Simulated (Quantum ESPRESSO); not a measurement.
## Cobalt: energy over the lowest, antiferro +- against volume, fitted and tested on a withheld row

System: Cobalt, 2 Co in the cell, space group P6_3/mmc. From the study “How volume moves the moments of Cobalt”.

Method: PBE; plane waves with GBRV 1.5 PBE potentials (Quantum ESPRESSO 7.5). Settings shared by all rows: cutoff 544.23 eV, 12×12×12 k-mesh, fermi-dirac occupations, smearing width 0.05 eV.

Results; the value marked ? is withheld:

| volume (factor) | energy over the lowest, antiferro +- (meV an atom) |
| --- | --- |
| 0.92 | 255.58 |
| 0.96 | 247.43 |
| 1 | 260.63 |
| 1.04 | ? |
| 1.08 | 331.68 |

Q: Fit the rows given and predict the energy over the lowest, antiferro +- at volume = 1.04 factor.

**Law.** Energy against volume follows the Birch–Murnaghan form, which is a polynomial in the Eulerian strain: second order (which fixes B′ at 4), a parabola in t = (V/1)^(−2/3) − 1. In symbols, E = c0 + c1 t + c2 t², with energy over the lowest, antiferro +- in meV an atom.

**Fit.** Least squares on 4 rows gives c0 = 260.352, c1 = -801.161 and c2 = 12518.3.

| volume (factor) | t | computed | fit | computed − fit |
| --- | --- | --- | --- | --- |
| 0.92 | 0.057162 | 255.58 | 255.459 | 0.121 |
| 0.96 | 0.027588 | 247.43 | 247.777 | -0.347 |
| 1 | 0 | 260.63 | 260.352 | 0.278 |
| 1.08 | -0.050013 | 331.68 | 331.733 | -0.053 |

The slope vanishes at t = 0.032, so the minimum lies at V = 1 × (1 + t)^(−3/2) = 0.9539. That is the minimum of this magnetic state alone.

Shape and fractional positions are held, so this modulus can lie above that of a cell free to relax.

**Prediction.** At volume = 1.04 factor, t = -0.025808, so the law predicts 289.367 meV an atom. The computed value is 289.94 meV an atom, 0.573 above the prediction. The row lies between fitted rows, so this is an interpolation.

[Hosts, paths, dates, database ids (printed as entryN), source tags and the programs' standing remarks are cut or masked in the printed files.]

[Where a cell is said to come from a database of computed structures, the database is the Materials Project.]
